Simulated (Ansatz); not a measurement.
Consider Sr2CrO4 (started from the K2NiF4 type) (I4/mmm).

The structure was built from a prototype and need not be the compound's stable phase.

Symmetry: I4/mmm, No. 139, tetragonal system. The conventional cell has a = 3.664 Å, b = 3.664 Å, c = 12.529 Å, α = 90.00°, β = 90.00°, γ = 90.00°. Nearest to Sr lie 9 O at 2.44 to 2.60 Å. Nearest to Cr lie 6 O at 1.83 to 1.99 Å. Nearest to O lie 2 Cr at 1.83 Å and 4 Sr at 2.60 Å. Nearest to O lie 1 Cr at 1.99 Å and 5 Sr at 2.44 to 2.59 Å. Farther neighbours and most contacts between anions are not listed.

```
Sr Cr O
1.0
     1.83205   -1.83205    6.26455
    -1.83205    1.83205    6.26455
    -1.83205   -1.83205   -6.26455
Sr Cr O
2 1 4
Direct
  0.35304 0.35304 0.00000
  0.64696 0.64696 0.00000
  0.00000 0.00000 0.00000
  0.00000 0.50000 0.50000
  0.50000 0.00000 0.50000
  0.15846 0.15846 0.00000
  0.84154 0.84154 0.00000
```

The structure was relaxed with LDA. The structure type comes from a generator and need not be one that this composition takes. The structure was generated from a model, not taken from a measurement. The runs that relaxed it are not among those shown. The program's search for lower electronic states was switched off, so nothing shows that the state found is the lowest. PAW set soft_2, made with PBE.

A constrained-RPA run (Ansatz 0.2.0; non-magnetic LDA; Cr t2g, bands v1 to c2, 6×6×6 mesh, medium accuracy) builds 3 functions on bands 2.6 eV wide, with 2.0 electrons in the window. The bare on-site interaction is 16.0 eV and the bare J 0.53 eV.

Estimate U, U′ and J.

On the Cr t2g shell, U = 2.99 eV (19 % of the bare value), U′ = 2.17 eV, J = 0.38 eV.

The parent state is non-magnetic and the interaction static (zero frequency); U depends on the window and the orbitals, so it belongs to this model alone.

[Paths, hosts, dates, memory and timing lines, banners, echoed tables and standing remarks are left out of the program output.]

[Logs are printed without paths, hosts, clocks, repeated set-up lines and the standing remarks that a program may print on its own settings, such as how far it seeks lower states.]

[Runs of the session that timed out or met a known fault of the program may be left out.]

[Hosts, paths, dates, database ids (printed as entryN), source tags and the programs' standing remarks are cut or masked in the printed files.]
